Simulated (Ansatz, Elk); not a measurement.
**CuNi2S2: X-ray structure factors from the self-consistent density**

Structure refinements treat a crystal as free atoms side by side. For a made-up structure of CuNi2S2 (cell and positions from a PBE relaxation) the runs below show what the calculated density changes in F(hkl).

Calculated with Elk 11.2.3 (patched build); DFT, PBE, all-electron APW+lo, Dirac cores, scalar-relativistic bands, static density, no spin.

The structure was built from a prototype and need not be the compound's stable phase.

### Step 1. Set-up

Symmetry: I4/mmm, No. 139, tetragonal system. The conventional cell has a = 3.569 Å, b = 3.569 Å, c = 11.440 Å, α = 90.00°, β = 90.00°, γ = 90.00°. Nearest to Cu lie 8 S at 2.93 Å. Nearest to Ni lie 4 S at 2.25 Å and 4 Ni at 2.52 Å. Nearest to S lie 4 Ni at 2.25 Å and 4 Cu at 2.93 Å. Farther neighbours and most contacts between anions are not listed.

### Step 2. Ground state and structure factors

An all-electron density is needed, since X-rays see the cores too. Task 0 finds the density and task 195 Fourier-transforms it; tshift is off so that phases refer to the origin typed.

The input, elk.in:

```
tasks
  0
  195

xctype
  20

spinpol
  .false.

rgkmax
  7.0

gmaxvr
  14.0

lmaxo
  7

lmaxapw
  8

swidth
  0.002

tshift
  .false.

ramdisk
  .false.

hmaxvr
  5.5

maxscl
  120

epspot
  1e-06

sppath
  './'

avec
  -3.37196033556 3.37196033556 10.80911514016
  3.37196033556 -3.37196033556 10.80911514016
  3.37196033556 3.37196033556 -10.80911514016

atoms
  3
  'Cu.in'
  1
  -0.0000000000 -0.0000000000 0.0000000000   0.000000 0.000000 0.000000
  'Ni.in'
  2
  0.2500000000 0.7500000000 0.5000000000   0.000000 0.000000 0.000000
  0.7500000000 0.2500000000 0.5000000000   0.000000 0.000000 0.000000
  'S.in'
  2
  0.6296005640 0.6296005640 -0.0000000000   0.000000 0.000000 0.000000
  0.3703994360 0.3703994360 -0.0000000000   0.000000 0.000000 0.000000

ngridk
  9 9 9
```

The run is started by

```
> OMP_NUM_THREADS=4 elk
```

Numbers of over 12 decimals in the logs are rounded to 6 here.

Output:

```text
┌─────────────────────────┐
│ Elk code version 11.2.3 │
└─────────────────────────┘

All units are atomic (Hartree, Bohr, etc.)

┌─────────────────────────────────────────────────┐
│ Ground-state run starting from atomic densities │
└─────────────────────────────────────────────────┘

Lattice vectors :
  -3.371960336       3.371960336       10.80911514
   3.371960336      -3.371960336       10.80911514
   3.371960336       3.371960336      -10.80911514

Reciprocal lattice vectors :
  0.4002683869E-16  0.9316813785      0.2906429077
  0.9316813785      0.4002683869E-16  0.2906429077
  0.9316813785      0.9316813785     -0.3287100979E-17

Unit cell volume      :    491.6035938
Brillouin zone volume :   0.5045736373

Muffin-tin inner radius fraction :   0.1000000000E-01

Nuclei treated as point charges

Species : 1 (Cu)
 parameters loaded from : Cu.in
 name : copper
 nuclear charge    :   -29.00000000
 electronic charge :    29.00000000
 atomic mass :    115837.2717
 muffin-tin radius :    2.400000000
 number of radial points in muffin-tin :    993
 inner part over the whole radius :   0.9893084826E-02
 number on inner part of muffin-tin    :    701
 approximate nuclear radius :   0.7406004541E-04
 number of mesh points to nuclear radius :    336
 atomic positions (lattice), magnetic fields (Cartesian) :
  1 :   0.00000000  0.00000000  0.00000000    0.00000000  0.00000000  0.00000000

Species : 2 (Ni)
 parameters loaded from : Ni.in
 name : nickel
 nuclear charge    :   -28.00000000
 electronic charge :    28.00000000
 atomic mass :    106991.5231
 muffin-tin radius :    2.196350433
 number of radial points in muffin-tin :    993
 inner part over the whole radius :   0.9891731662E-02
 number on inner part of muffin-tin    :    699
 approximate nuclear radius :   0.7325707712E-04
 number of mesh points to nuclear radius :    336
 atomic positions (lattice), magnetic fields (Cartesian) :
  1 :   0.25000000 -0.25000000  0.50000000    0.00000000  0.00000000  0.00000000
  2 :  -0.25000000  0.25000000  0.50000000    0.00000000  0.00000000  0.00000000

Species : 3 (S)
 parameters loaded from : S.in
 name : sulphur
 nuclear charge    :   -16.00000000
 electronic charge :    16.00000000
 atomic mass :    58450.91931
 muffin-tin radius :    2.013321231
 number of radial points in muffin-tin :    793
 inner part over the whole radius :   0.9965568997E-02
 number on inner part of muffin-tin    :    553
 approximate nuclear radius :   0.6195814986E-04
 number of mesh points to nuclear radius :    252
 atomic positions (lattice), magnetic fields (Cartesian) :
  1 :  -0.37039944 -0.37039944  0.00000000    0.00000000  0.00000000  0.00000000
  2 :   0.37039944  0.37039944  0.00000000    0.00000000  0.00000000  0.00000000

Total number of atoms per unit cell :    5
Total muffin-tin volume :    215.0358849
 ratio of muffin-tin to unit cell volume :   0.4374172353

Spin treatment :
 spin-unpolarised

Number of Bravais lattice symmetries :   16
Number of crystal symmetries         :   16
Crystal has inversion symmetry
Real symmetric eigensolver will be used

k-point grid :      9     9     9
k-point offset :    0.000000000       0.000000000       0.000000000
k-point set is reduced with full crystal symmetry group
Total number of k-points :       75

Muffin-tin radius times maximum |G+k| :    7.000000000
 using average radius
Maximum |G+k| for APW functions       :    3.234946793
Maximum (1/2)|G+k|²                   :    5.232440377
Maximum |G| for potential and density :    14.00000000
Constant for pseudocharge density :    8
 order of it for each species :   15  15  15
 order of it for pair densities of each species (exact exchange by exxq0 0: 16) :   12  10   8
Radial integration step length :    1

G-vector grid sizes :     54    54    54
Number of G-vectors :    22709

Maximum angular momentum used for
 APW functions            :    8
 outer part of muffin-tin :    7
 inner part of muffin-tin :    2

Total nuclear charge    :   -117.0000000
[...]
Density of states at Fermi energy :    502.3486321
 (states/Hartree/unit cell)

Estimated indirect band gap :   0.1477357378E-03
 from k-point 2 to k-point 10
Estimated direct band gap   :   0.8437883592E-03
 at k-point 57

Charges :
 core                        :    56.00000000
 valence                     :    61.00000000
 interstitial                :    7.483494043
 muffin-tins (core leakage)
  species : 1 (Cu)
   atom 1                    :    24.95938259     (  0.1640578199E-03)
  species : 2 (Ni)
[...]
species : 3 (S)
[...]
total in muffin-tins        :    109.5165060
 total calculated charge     :    116.9973266
 total charge                :    117.0000000
 error                       :   0.2673407747E-02

RMS change in Kohn-Sham potential (target) :    1.310747522     (  0.1000000000E-05)
Absolute change in total energy (target)   :    4.084232509     (  0.1000000000E-03)

[... loops 3 to 19 left out ...]

┌──────────────────┐
│ Loop number : 20 │
└──────────────────┘

Energies :
 Fermi                       :     0.251341
 sum of occupied eigenvalues :     -3141.0990247923
 electron kinetic            :      5575.3095158555
 core electron kinetic       :      5047.1076858681
 Coulomb                     :     -10824.163323126
 Coulomb potential           :     -8396.8403207955
 nuclear-nuclear             :     -837.66905572373
 electron-nuclear            :     -11600.824973785
 Hartree                     :      1614.3307063826
 Madelung                    :     -6625.7431627281
 xc potential                :     -319.56821985228
 exchange                    :     -240.84994085435
 correlation                 :     -5.356027
 electron entropic           :    -0.16482691460004E-02
 total energy                :     -5495.0614231184

Density of states at Fermi energy :    122.1629452
 (states/Hartree/unit cell)

Estimated indirect band gap :   0.1175622624E-03
 from k-point 31 to k-point 24
Estimated direct band gap   :   0.2300162628E-02
 at k-point 61

Charges :
 core                        :    56.00000000
 valence                     :    61.00000000
 interstitial                :    7.365843659
 muffin-tins (core leakage)
  species : 1 (Cu)
[...]
species : 2 (Ni)
[...]
species : 3 (S)
[...]
total in muffin-tins        :    109.6341563
 total calculated charge     :    116.9972709
 total charge                :    117.0000000
 error                       :   0.2729056947E-02

RMS change in Kohn-Sham potential (target) :   0.4849469690E-06 (  0.1000000000E-05)
Absolute change in total energy (target)   :   0.2240692083E-05 (  0.1000000000E-03)

Convergence targets achieved

┌──────────────────┐
│ Loop number : 21 │
└──────────────────┘

Energies :
 Fermi                       :     0.251341
 sum of occupied eigenvalues :     -3141.0990246992
 electron kinetic            :      5575.3095227653
 core electron kinetic       :      5047.1076841831
 Coulomb                     :     -10824.163328842
 Coulomb potential           :     -8396.8403208486
 nuclear-nuclear             :     -837.66905572373
 electron-nuclear            :     -11600.824984840
 Hartree                     :      1614.3307117223
 Madelung                    :     -6625.7431684175
 xc potential                :     -319.56822661590
 exchange                    :     -240.84994116366
 correlation                 :     -5.356027
 electron entropic           :    -0.16482692894895E-02
 total energy                :     -5495.0614222518

Density of states at Fermi energy :    122.1629614
 (states/Hartree/unit cell)

Estimated indirect band gap :   0.1175639283E-03
 from k-point 31 to k-point 24
Estimated direct band gap   :   0.2300166398E-02
 at k-point 61

Charges :
 core                        :    56.00000000
 valence                     :    61.00000000
 interstitial                :    7.365843748
 muffin-tins (core leakage)
  species : 1 (Cu)
[...]
species : 2 (Ni)
[...]
atom 2                    :    26.95473139     (  0.8374713516E-03)
  species : 3 (S)
   atom 1                    :    13.93681346     (  0.2405282504E-03)
   atom 2                    :    13.93681346     (  0.2405282504E-03)
 total in muffin-tins        :    109.6341563
 total calculated charge     :    116.9972709
 total charge                :    117.0000000
 error                       :   0.2729057124E-02

┌──────────────────────────────┐
│ Self-consistent loop stopped │
└──────────────────────────────┘

Warning : core states of species 1 leak from the muffin-tin :   0.1581166615E-03

Warning : core states of species 2 leak from the muffin-tin :   0.8374713516E-03

Warning : core states of species 3 leak from the muffin-tin :   0.2405282504E-03

Wrote STATE.OUT
```

Run time: 77 s. Hardware: 4 threads of Arm Neoverse V1, shared host; peak memory 0.19 GiB.

SFACRHO.OUT:

```text

h k l indices transformed by vhmat matrix:
   1.000000000       0.000000000       0.000000000    
   0.000000000       1.000000000       0.000000000    
   0.000000000       0.000000000       1.000000000    

      h      k      l  multipl.   |H|            Re(F)            Im(F)           |F|

      0      0      0      1   0.0000000       117.00000      0.19655933E-16   117.00000    
      1      1     -1      2  0.58128582      -27.179840      0.15350333E-13   27.179840    
      1      0      0      8  0.97596285       7.7505938      -0.0000000       7.7505938    
      2      2     -2      2   1.1625716       47.028503     -0.28781875E-13   47.028503    
      2      1     -1      8   1.2760446       41.051314      -0.0000000       41.051314    
     -1      1      0      4   1.3175964       1.2348618     -0.18743943E-16   1.2348618    
      0      2     -1      8   1.4401228       64.597402     -0.34111852E-14   64.597402    
     -3     -2      2      8   1.7262279       32.697055      -0.0000000       32.697055    
      3      3     -3      2   1.7438574      -15.416611      0.56284555E-13   15.416611    
      3      1     -2      8   1.7571662      -37.828935     -0.98071574E-14   37.828935    
     -1      1     -1      4   1.8633628       77.608137      0.47137236E-14   77.608137    
     -2      0      0      8   1.9519257      -18.714413     -0.85279630E-14   18.714413    
      1      0     -2     16   2.1034791       7.1361889      -0.0000000       7.1361889    
      3      3     -2      8   2.1856576       57.049713     -0.22172704E-13   57.049713    
     -1     -3      3      8   2.1962909       36.893543     -0.13218343E-13   36.893543    
     -4     -3      3      8   2.2376823       4.3474360      -0.0000000       4.3474360    
      3      0     -2     16   2.2584089       31.283745      -0.0000000       31.283745    
     -4     -4      4      2   2.3251433       68.314714      0.43919009E-13   68.314714
```

Elk indexes on the primitive cell of elk.in and gives |H| = 4π sin θ/λ in inverse bohr. Below, one row stands for each form hkl of the conventional cell (m members, Friedel mates merged), F is for one primitive cell and the density is static (no thermal factor). Free-atom factors are Waasmaier and Kirfel's, and R is Σm||F|−|F'||/Σm|F|.

```csv
hkl,m,sin θ/λ (Å⁻¹),"abs F, DFT",neutral atoms,diff.
002,2,0.087,27.180,26.700,+0.480
101,8,0.147,7.751,8.064,-0.314
004,2,0.175,47.029,47.090,-0.062
103,8,0.192,41.051,41.187,-0.136
110,4,0.198,1.235,1.492,-0.257
112,8,0.217,64.597,64.823,-0.226
105,8,0.260,32.697,32.987,-0.290
006,2,0.262,15.417,15.365,+0.052
114,8,0.264,37.829,37.809,+0.019
200,4,0.280,77.608,78.037,-0.429
202,8,0.293,18.714,18.780,-0.065
211,16,0.316,7.136,7.213,-0.076
116,8,0.329,57.050,57.355,-0.306
204,8,0.330,36.894,37.103,-0.209
107,8,0.337,4.347,4.338,+0.009
213,16,0.340,31.284,31.495,-0.211
008,2,0.350,68.315,68.628,-0.313
215,16,0.382,26.713,26.677,+0.036
```

### Step 3. The highest occupied states alone

An energy window below the Fermi level keeps the highest occupied states, to see at which angles they scatter; shallow core shells can lie inside it and anion s states outside. No new self-consistency is needed.

elk.in: that of step 2 with these lines changed.

```diff
@@ -1,3 +1,2 @@
 tasks
-  0
   195
@@ -40,2 +39,5 @@
 
+wsfac
+  -0.189650 0.551340
+
 sppath
```

The run is started by

```
> OMP_NUM_THREADS=4 elk
```

Output:

```text
┌─────────────────────────────────┐
│ Elk code version 11.2.3 started │
└─────────────────────────────────┘

Info(readinput): the functional depends on the density's gradient
 muffin-tin radial points multiplied by    2.00000
 (not where nrmtscf is given)

┌────────────────────┐
│ Current task : 195 │
└────────────────────┘
Info(checkmt): changed muffin-tin radius of species 2 (Ni) from   2.4000 to   2.1964
Info(checkmt): changed muffin-tin radius of species 3 (S) from   2.2000 to   2.0133

Info(sfacrho): density structure factors written to SFACRHO.OUT

 Energy window :  -0.1896500000      0.5513400000

┌──────────────────┐
│ Elk code stopped │
└──────────────────┘
```

Elapsed: 11 s, on 4 threads; peak memory 0.17 GiB.

States within 12 eV below the Fermi level hold 39.00 electrons; any levels below the window count with the cores. Their amplitudes can exceed the total, where window and core parts have opposite phase:

```csv
hkl,sin θ/λ (Å⁻¹),"abs F, window","abs F, all"
002,0.087,7.674,27.180
101,0.147,5.242,7.751
004,0.175,17.209,47.029
103,0.192,8.672,41.051
110,0.198,2.644,1.235
112,0.217,17.379,64.597
105,0.260,6.177,32.697
006,0.262,3.746,15.417
114,0.264,4.235,37.829
200,0.280,13.956,77.608
```

### Step 4. Another functional

The difference from free atoms is small, so it is set against the change that LDA (Perdew-Wang) makes.

elk.in: that of step 3 with these lines changed.

```diff
@@ -1,2 +1,3 @@
 tasks
+  0
   195
@@ -4,3 +5,3 @@
 xctype
-  20
+  3
 
@@ -39,5 +40,2 @@
 
-wsfac
-  -0.189650 0.551340
-
 sppath
```

The run is started by

```
> OMP_NUM_THREADS=4 elk
```

Output:

```text
┌─────────────────────────┐
│ Elk code version 11.2.3 │
└─────────────────────────┘

All units are atomic (Hartree, Bohr, etc.)

┌─────────────────────────────────────────────────┐
│ Ground-state run starting from atomic densities │
└─────────────────────────────────────────────────┘

Lattice vectors :
  -3.371960336       3.371960336       10.80911514
   3.371960336      -3.371960336       10.80911514
   3.371960336       3.371960336      -10.80911514

Reciprocal lattice vectors :
  0.4002683869E-16  0.9316813785      0.2906429077
[...]
atom 2                    :    13.91650952     (  0.2371829265E-03)
 total in muffin-tins        :    109.6505508
 total calculated charge     :    116.9971864
 total charge                :    117.0000000
 error                       :   0.2813594075E-02

┌──────────────────────────────┐
│ Self-consistent loop stopped │
└──────────────────────────────┘

Warning : core states of species 1 leak from the muffin-tin :   0.1632481164E-03

Warning : core states of species 2 leak from the muffin-tin :   0.8759231027E-03

Warning : core states of species 3 leak from the muffin-tin :   0.2371829265E-03

Wrote STATE.OUT
[key lines of the parts left out:]
total energy                :     -5485.2591340592
```

Run time: 45 s. Hardware: 4 threads; peak memory 0.17 GiB; 2.6 min of CPU time.

Against the first run R = 0.10 %; the largest change is -0.060 at 204.

### Step 5. A coarser k-mesh

About half the k-points along each axis test the sampling.

elk.in: that of step 4 with these lines changed.

```diff
@@ -5,3 +5,3 @@
 xctype
-  3
+  20
 
@@ -63,2 +63,2 @@
 ngridk
-  9 9 9
+  4 4 4
```

The run is started by

```
> OMP_NUM_THREADS=4 elk
```

Output:

```text
┌─────────────────────────┐
│ Elk code version 11.2.3 │
└─────────────────────────┘

All units are atomic (Hartree, Bohr, etc.)

┌─────────────────────────────────────────────────┐
│ Ground-state run starting from atomic densities │
└─────────────────────────────────────────────────┘

Lattice vectors :
  -3.371960336       3.371960336       10.80911514
   3.371960336      -3.371960336       10.80911514
   3.371960336       3.371960336      -10.80911514

Reciprocal lattice vectors :
  0.4002683869E-16  0.9316813785      0.2906429077
[...]
atom 2                    :    13.93509245     (  0.2404659687E-03)
 total in muffin-tins        :    109.6375089
 total calculated charge     :    116.9973208
 total charge                :    117.0000000
 error                       :   0.2679172759E-02

┌──────────────────────────────┐
│ Self-consistent loop stopped │
└──────────────────────────────┘

Warning : core states of species 1 leak from the muffin-tin :   0.1583309702E-03

Warning : core states of species 2 leak from the muffin-tin :   0.8385200175E-03

Warning : core states of species 3 leak from the muffin-tin :   0.2404659687E-03

Wrote STATE.OUT
[key lines of the parts left out:]
total energy                :     -5495.0619661745
```

The job ended after 29 s (4 threads; peak memory 0.18 GiB).

Against the first run R = 0.01 %; the largest change is -0.014 at 0 0 12.

### Step 6. Settings against the effect

```csv
run,R against the first run (%),"R against neutral atoms, low angle (%)",wall time
"PBE, rgkmax 7",0.00,0.58,77 s
LDA (Perdew-Wang),0.10,0.60,45 s
k-mesh 4×4×4,0.01,0.58,29 s
```

### Step 7. Outcome

```
R against neutral atoms, sin θ/λ < 0.3 Å⁻¹ : 0.58 %
R against neutral atoms, 0.3 to 0.82 Å⁻¹   : 0.32 %
```

In words: Independent neutral atoms miss the calculated amplitudes by R = 0.58 % below 0.3 Å⁻¹ and 0.32 % from there to 0.82 Å⁻¹; by shells, 2.98 % below 0.15 Å⁻¹ (2 forms), 0.44 % 0.15 to 0.3 (9 forms), 0.37 % 0.3 to 0.45 (19 forms), 0.31 % above 0.45 (100 forms). Bonding, aspherical density and the tables' own atoms all enter these figures, and the runs don't part them. The largest change of an amplitude is +0.48 electrons, at 002. Weak lines can change much in proportion: 110 goes from 1.49 to 1.23. The window's part falls from 39.0 electrons at the origin to at most 6.70 between 0.45 and 0.82 Å⁻¹, where compact states inside the window still scatter. Below 0.3 Å⁻¹ the changes that finished (LDA (Perdew-Wang) and k-mesh 4×4×4) move F by R = 0.05 % at most, against the 0.58 % that separates it from free atoms. The basis has no finished test. These runs have no spin, though d or f shells may be open. The electron count is odd, so without spin the run is a metal by force. Part of the difference isn't bonding: the tables are fits to free atoms and ions calculated by other methods than this functional. Thermal motion, anomalous dispersion and extinction are left out.

[Logs are printed without paths, hosts, clocks, repeated set-up lines and the standing remarks that a program may print on its own settings, such as how far it seeks lower states.]

[Hosts, paths, dates, database ids (printed as entryN), source tags and the programs' standing remarks are cut or masked in the printed files.]
